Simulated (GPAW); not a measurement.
**Near-edge structure at the Ga K edge of zinc-blende (GaAs)₁₋ₓ(GaP)ₓ at x = 0.875**

What does the Ga K edge look like in zinc-blende (GaAs)₁₋ₓ(GaP)ₓ at x = 0.875?

Calculated with GPAW 26.7.0; X-ray absorption from dipole matrix elements to empty bands, plane-wave PAW LDA.

## Step 1: The starting structure

The cell holds 16 atoms: 8 Ga, 1 As and 7 P. Cell: a = 7.745 Å, b = 7.745 Å, c = 7.745 Å, α = 60.0°, β = 60.0°, γ = 60.0°. 16-atom zinc-blende cell, 7 of 8 As sites taken by P at random, lattice constants typed for the ends and interpolated (Vegard).

## Step 2: Relaxation

The cell was built by hand, so its atoms are relaxed first: near-edge features follow bond lengths closely.

The input, relax.py:

```python
import numpy as np
from ase import Atoms
from ase.parallel import parprint, paropen
from gpaw import GPAW, PW, FermiDirac, Mixer, MixerDif, setup_paths
from ase.optimize import BFGS

atoms = Atoms('GaAsGaPGaPGaPGaPGaPGaPGaP',
    cell=[[0, 5.47625, 5.47625],
     [5.47625, 0, 5.47625],
     [5.47625, 5.47625, 0]],
    scaled_positions=[[0.000141, 0.001549, 0.001304],
     [0.125587, 0.127154, 0.123893],
     [0.996382, 0.997594, 0.501578],
     [0.128435, 0.127307, 0.626554],
     [0.998979, 0.499693, 0.002185],
     [0.127552, 0.623197, 0.123879],
     [0.002653, 0.504931, 0.496261],
     [0.125052, 0.621035, 0.625082],
     [0.501193, 0.998196, 0.00179],
     [0.627554, 0.124598, 0.126351],
     [0.497425, 0.997062, 0.500649],
     [0.626726, 0.12537, 0.626289],
     [0.499347, 0.499408, 0.002974],
     [0.625411, 0.62827, 0.122912],
     [0.500694, 0.501753, 0.498315],
     [0.626025, 0.621791, 0.625767]],
    pbc=True)
atoms.calc = GPAW(legacy_gpaw=True, mode=PW(400, force_complex_dtype=True), xc='LDA', setups={},
    kpts={'size': (3, 3, 3), 'gamma': True}, occupations=FermiDirac(0.08),
    charge=0, mixer=Mixer(0.1, 5, 50), maxiter=150,
    convergence={'density': 0.0001, 'eigenstates': 1e-6}, txt='relax.txt')
steps = []
opt = BFGS(atoms, logfile='-')
opt.attach(lambda: steps.append([atoms.get_potential_energy(), float(np.linalg.norm(atoms.get_forces(), axis=1).max())]))
done = opt.run(fmax=0.05, steps=30)
out = dict(done=bool(done), steps=steps, frac=atoms.get_scaled_positions().tolist())
import json
with paropen('out.json', 'w') as f:
    json.dump(out, f)
```

Launch:

```console
> OMP_NUM_THREADS=1 mpirun -n 4 gpaw python relax.py
```

Numbers of over 12 decimals in the logs are rounded to 6 here.

Output:

```text
Input parameters:
  convergence: {density: 0.0001,
                eigenstates: 1e-06}
  kpts: {gamma: True,
         size: (3, 3, 3)}
  maxiter: 150
  mixer: {backend: pulay,
          beta: 0.1,
          method: separate,
          nmaxold: 5,
          weight: 50}
  mode: {ecut: 400.0,
         force_complex_dtype: True,
         name: pw}
  occupations: {fixmagmom: False,
                name: fermi-dirac,
[...]
Forces in eV/Ang:
[...]
14 Ga    0.00455    0.00087   -0.00138
 15 P     0.01181   -0.01265    0.01386
Step     Time          Energy          fmax
BFGS:    0 05:38:48      -81.822007        0.828112
BFGS:    1 05:39:07      -81.874606        0.659543
BFGS:    2 05:39:28      -81.945595        0.091390
BFGS:    3 05:39:38      -81.946367        0.073718
BFGS:    4 05:39:54      -81.947731        0.053007
BFGS:    5 05:40:02      -81.947850        0.035592
[key lines of the parts left out:]
Converged after 4 iterations.
Dipole moment: (-23.131262, -23.351532, -23.183235) |e|*Ang
Free energy:    -81.947850
Fermi level: 5.39284
```

It took 1.8 min on 4 MPI ranks of Arm Neoverse V1, shared host; peak memory 0.3 GiB; 7.3 min of CPU time.

In 5 steps the energy fell by 126 meV (energies extrapolated to zero smearing) and the largest force to 0.036 eV/Å. Atom 3 (Ga; the text counts from 1, the script from 0) is among those that moved most, by 0.05 Å.

## Step 3: Ground state of the crystal

A plain self-consistent run shows whether there is a gap, which decides the set-up of the core-hole run.

The input, scf.py:

```python
import numpy as np
from ase import Atoms
from ase.parallel import parprint, paropen
from gpaw import GPAW, PW, FermiDirac, Mixer, MixerDif, setup_paths
from gpaw.test import gen
setup_paths.insert(0, '.')
gen('Ga', name='nch1s', xcname='LDA', corehole=(1, 0, 0), write_xml=True)
from gpaw.mpi import world
world.barrier()

atoms = Atoms('GaAsGaPGaPGaPGaPGaPGaPGaP',
    cell=[[0, 5.47625, 5.47625],
     [5.47625, 0, 5.47625],
     [5.47625, 5.47625, 0]],
    scaled_positions=[[0.9992017, 0.9988023, 0.9978593],
     [0.1256513, 0.1250248, 0.1265038],
     [0.99756, 0.997269, 0.5081396],
     [0.1250965, 0.1258149, 0.6248791],
     [0.9979549, 0.5062218, 0.998351],
     [0.126247, 0.6256061, 0.123751],
     [0.0006535, 0.5011364, 0.4986021],
     [0.1258054, 0.6243312, 0.6251857],
     [0.5070623, 0.9991186, 0.9980833],
     [0.6261868, 0.1243986, 0.1266678],
     [0.4999061, 0.997837, 0.5018713],
     [0.624772, 0.1248672, 0.6251454],
     [0.5011872, 0.499244, 0.0004001],
     [0.6249906, 0.6259885, 0.1248237],
     [0.5008509, 0.4998984, 0.4997737],
     [0.6260207, 0.6233605, 0.6257124]],
    pbc=True)
atoms.calc = calc = GPAW(legacy_gpaw=True, mode=PW(400, force_complex_dtype=True), xc='LDA', setups={0: 'nch1s'},
    kpts={'size': (3, 3, 3), 'gamma': True}, occupations=FermiDirac(0.05),
    charge=0, mixer=Mixer(0.1, 5, 50), maxiter=150,
    convergence={'density': 0.0001, 'eigenstates': 1e-6}, txt='scf.txt')
energy = atoms.get_potential_energy() + calc.get_reference_energy()
ef = calc.get_fermi_level()
out = dict(energy=energy, fermi=ef, forces=atoms.get_forces().tolist())
parprint(f'all-electron energy {energy:.4f} eV, Fermi level {ef:.4f} eV')
ev = np.array([[calc.get_eigenvalues(k, s) for k in range(len(calc.get_ibz_k_points()))] for s in range(calc.get_number_of_spins())])
out['homo'], out['lumo'], out['counts'] = ev[ev < ef].max(), ev[ev > ef].min(), sorted(set((ev < ef).sum((0, 2)).tolist()))
out['filled'] = (ev[:, 0] < ef).sum(1).tolist()
import json
with paropen('out.json', 'w') as f:
    json.dump(out, f)
```

Launch:

```console
> OMP_NUM_THREADS=1 mpirun -n 4 gpaw python scf.py
```

Output:

```text
Input parameters:
  convergence: {density: 0.0001,
                eigenstates: 1e-06}
  kpts: {gamma: True,
         size: (3, 3, 3)}
  maxiter: 150
  mixer: {backend: pulay,
          beta: 0.1,
          method: separate,
          nmaxold: 5,
          weight: 50}
  mode: {ecut: 400.0,
         force_complex_dtype: True,
         name: pw}
  occupations: {fixmagmom: False,
                name: fermi-dirac,
                width: 0.05}
  setups: {0: nch1s}

Initialize ...

[... PAW data sets ...]

Reference energy: -548792.597292  # eV

Spin-paired calculation

[... convergence settings ...]
Symmetries present (total): 1
  [... symmetry matrices ...]

27 k-points: 3 x 3 x 3 Monkhorst-Pack grid
14 k-points in the irreducible part of the Brillouin zone
       k-points in crystal coordinates                weights
   0:     0.00000000    0.00000000    0.00000000          1/27
   1:     0.00000000    0.00000000    0.33333333          2/27
   2:     0.00000000    0.33333333   -0.33333333          2/27
   3:     0.00000000    0.33333333    0.00000000          2/27
   4:     0.00000000    0.33333333    0.33333333          2/27
   5:     0.33333333   -0.33333333   -0.33333333          2/27
   6:     0.33333333   -0.33333333    0.00000000          2/27
   7:     0.33333333   -0.33333333    0.33333333          2/27
   8:     0.33333333    0.00000000   -0.33333333          2/27
   9:     0.33333333    0.00000000    0.00000000          2/27
          ...
  13:     0.33333333    0.33333333    0.33333333          2/27

Wave functions: Plane wave expansion
  Cutoff energy: 400.000 eV
  Number of coefficients (min, max): 5942, 6002
  Pulay-stress correction: 0.000000 eV/Ang^3 (de/decut=0.000000)
  Using FFTW library
  Wavefunction extrapolation:
    Improved wavefunction reuse through dual PAW basis

Occupation numbers: Fermi-Dirac:
  width: 0.0500  # eV

Eigensolver
   Davidson(niter=2)

Densities:
  Coarse grid: 36*36*36 grid
  Fine grid: 72*72*72 grid
  Total Charge: 0.000000

Density mixing:
  Method: separate
  Backend: pulay
  Linear mixing parameter: 0.1
  old densities: 5
  Width of damping distribution: 1.1
  Damping of long wavelength oscillations: 50

[... Hamiltonian set-up ...]
Number of atoms: 16
Number of atomic orbitals: 64
Number of bands in calculation: 43
Number of valence electrons: 64
Bands to converge: occupied

... initialized

Initializing position-dependent things.

Density initialized from atomic densities
Creating initial wave functions:
  43 bands from LCAO basis set

                                    Ga
                            Ga

                             Ga

                                  Ga
                          Ga
                        P

               P
                   Ga
           Ga    P
         P            P

              P
                  Ga
               P
       As

Atomic positions and initial magnetic moments

Positions:
   0 Ga    10.934218   10.936405   10.941569    ( 0.0000,  0.0000,  0.0000)
   1 As     1.377433    1.380864    1.372765    ( 0.0000,  0.0000,  0.0000)
   2 Ga     8.243994    8.245587   10.924182    ( 0.0000,  0.0000,  0.0000)
   3 P      4.110988    4.107054    1.374054    ( 0.0000,  0.0000,  0.0000)
   4 Ga     8.239417   10.932270    8.237248    ( 0.0000,  0.0000,  0.0000)
   5 P      4.103667    1.369052    4.117336    ( 0.0000,  0.0000,  0.0000)
   6 Ga     5.474818    2.734048    2.747927    ( 0.0000,  0.0000,  0.0000)
[...]
13 P      4.111635    4.106171    6.850674    ( 0.0000,  0.0000,  0.0000)
  14 Ga     5.474454    5.479670    5.480353    ( 0.0000,  0.0000,  0.0000)
  15 P      6.840235    6.854803    6.841924    ( 0.0000,  0.0000,  0.0000)

Unit cell:
           periodic     x           y           z      points  spacing
  1. axis:    yes    0.000000    5.476250    5.476250    36     0.1757
  2. axis:    yes    5.476250    0.000000    5.476250    36     0.1757
  3. axis:    yes    5.476250    5.476250    0.000000    36     0.1757

  Lengths:   7.744587   7.744587   7.744587
  Angles:   60.000000  60.000000  60.000000

Effective grid spacing dv^(1/3) = 0.1917

iter:   1   -83.516618
iter:   2   -83.051298   -1.64  -0.83
iter:   3   -82.084009   -1.43  -0.88
iter:   4   -82.013065   -2.91  -1.34
iter:   5   -82.002017   -2.20  -1.43
iter:   6   -81.991288c  -2.49  -1.80
iter:   7   -81.967856   -4.01  -1.82
iter:   8   -81.948292   -3.26  -1.97
iter:   9   -81.952254c  -4.01  -2.72
iter:  10   -81.947876c  -3.95  -2.32
iter:  11   -81.947862c  -5.46  -3.42
iter:  12   -81.947875c  -5.84  -3.60
iter:  13   -81.947852c  -6.07c -3.41
iter:  14   -81.947852c  -7.18c -3.96
iter:  15   -81.947851c  -8.10c -4.15c

Converged after 15 iterations.

Dipole moment: (-23.131423, -23.352499, -23.184179) |e|*Ang

Energy contributions relative to reference atoms: (reference = -548792.597292)

Kinetic:       +195.958457
Potential:     -173.441239
External:        +0.000000
XC:            -104.578158
Entropy (-ST):   -0.000000
Local:           +0.113090
SIC:             +0.000000
--------------------------
Free energy:    -81.947852
Extrapolated:   -81.947851

Showing only first 2 kpts
 Kpt  Band  Eigenvalues  Occupancy
  0    30      4.72358    2.00000
  0    31      4.72545    2.00000
  0    32      6.04715    0.00000
  0    33      6.14884    0.00000

  1    30      4.34960    2.00000
  1    31      4.35067    2.00000
  1    32      6.38645    0.00000
  1    33      6.54951    0.00000

Fermi level: 5.40213

Gap: 1.322 eV
Transition (v -> c):
  (s=0, k=0, n=31, [0.00, 0.00, 0.00]) -> (s=0, k=0, n=32, [0.00, 0.00, 0.00])
No difference between direct/indirect transitions

Forces in eV/Ang:
  0 Ga   -0.00363    0.00618   -0.00801
  1 As   -0.00690   -0.00501   -0.00540
  2 Ga   -0.02329   -0.01237    0.01637
  3 P     0.00618    0.01151    0.00574
  4 Ga   -0.00488   -0.00133    0.00884
  5 P     0.01664    0.01428   -0.01044
  6 Ga   -0.00119    0.01237   -0.01818
[...]
13 P    -0.00623    0.01598   -0.01153
 14 Ga    0.00499    0.00217   -0.00228
 15 P     0.00972   -0.01234    0.01356
Scalar-relativistic atomic LDA calculation for Ga (Gallium, Z=31)
Core hole in 1s state (1s occupation: 2.0)
600 radial gridpoints.
|------------------------------------------------|
|------------------------------------------------|
[... the atom generator's iteration count ...]

Energy contributions:
-------------------------
Kinetic:    +1972.184799
XC:           -72.597836
Potential:  -3840.247246
-------------------------
Total:      -1940.660283

state      eigenvalue         ekin         rmax
-----------------------------------------------
1s^2.0 :  -375.030000   481.718074        0.032
2s^2.0 :   -46.288952    91.904266        0.183
2p^6.0 :   -40.360200    89.727351        0.146
3s^2.0 :    -5.415739    20.699600        0.565
3p^6.0 :    -3.626001    18.420027        0.567
3d^10.0:    -0.713236    12.977628        0.531
4s^2.0 :    -0.336865     1.972734        1.883
4p^1.0 :    -0.100461     0.934904        2.519
-----------------------------------------------
(units: Bohr and Hartree)

Generating PAW setup
Kinetic energy of the core from tauc = 1987.570136
Cutoffs:
rc(s)=2.200
rc(p)=2.200
rc(d)=2.200
rc(vbar)=1.980
rc(comp)=2.200
rc(nct)=2.200

Kinetic energy of the core states: 1967.304428
Charge: 0.0
Core electrons: 28.0
Valence electrons: 3.0
Pseudo-core charge: 1.942142
Shape function alpha=2.066
Pseudo-electron charge 5.235165
state    eigenvalue         norm
--------------------------------
4s(2) :    -0.336865     1.140380
*s    :     0.663135
4p(1) :    -0.100461     1.012264
*p    :     0.899539
*d    :     0.000000
--------------------------------

Diagonalizing with gridspacing h=0.050

state   all-electron     PAW
-------------------------------
4s:      -0.336865    -0.337024
4p:      -0.100461    -0.100552
*d:                    0.030615
*f:                    0.065359
-------------------------------
all-electron energy -548874.5451 eV, Fermi level 5.4021 eV
```

Elapsed: 34 s, on 4 MPI ranks; peak memory 0.3 GiB.

The mesh shows a gap of 1.32 eV. The excited electron is kept all the same, so that all members of the series, with or without a gap, are treated alike.

## Step 4: Cell without a hole, the energy reference

The photon energy needs a difference of total energies, so the cell and mesh of the coming hole run are first run without a hole.

Changes to scf.py since step 3:

```diff
@@ -32,3 +32,3 @@
 atoms.calc = calc = GPAW(legacy_gpaw=True, mode=PW(400, force_complex_dtype=True), xc='LDA', setups={0: 'nch1s'},
-    kpts={'size': (3, 3, 3), 'gamma': True}, occupations=FermiDirac(0.05),
+    kpts={'size': (3, 3, 3), 'gamma': True}, occupations=FermiDirac(0.02),
     charge=0, mixer=Mixer(0.1, 5, 50), maxiter=150,
```

Output:

```text
Input parameters:
  convergence: {density: 0.0001,
                eigenstates: 1e-06}
  kpts: {gamma: True,
         size: (3, 3, 3)}
  maxiter: 150
  mixer: {backend: pulay,
          beta: 0.1,
          method: separate,
          nmaxold: 5,
          weight: 50}
  mode: {ecut: 400.0,
         force_complex_dtype: True,
         name: pw}
  occupations: {fixmagmom: False,
                name: fermi-dirac,
[...]
4s(2) :    -0.336865     1.140380
*s    :     0.663135
4p(1) :    -0.100461     1.012264
*p    :     0.899539
*d    :     0.000000
--------------------------------

Diagonalizing with gridspacing h=0.050

state   all-electron     PAW
-------------------------------
4s:      -0.336865    -0.337024
4p:      -0.100461    -0.100552
*d:                    0.030615
*f:                    0.065359
-------------------------------
all-electron energy -548874.5451 eV, Fermi level 5.3194 eV
[key lines of the parts left out:]
Converged after 15 iterations.
Dipole moment: (-23.131423, -23.352499, -23.184178) |e|*Ang
Free energy:    -81.947851
Fermi level: 5.31943
```

Elapsed: 34 s, on 4 MPI ranks; peak memory 0.3 GiB; 2.2 min of CPU time.

Reference energy: -548874.545 eV with the cores included.

(Part 1 of 2 ends here.)

[Banner, clock and machine lines of the logs are left out without a mark of their own.]

[Logs are printed without paths, hosts, clocks, repeated set-up lines and the standing remarks that a program may print on its own settings, such as how far it seeks lower states.]

[Hosts, paths, dates, database ids (printed as entryN), source tags and the programs' standing remarks are cut or masked in the printed files.]

[Lists of maxima count a maximum above −3 eV only where it reaches 4 % of the highest in the window and stands out from its surroundings by 2 % of it (1.5 % where it reaches 55 %); shoulders and weaker maxima are passed over, and of the rest the first, up to two pre-edge ones and the few strongest are named.]
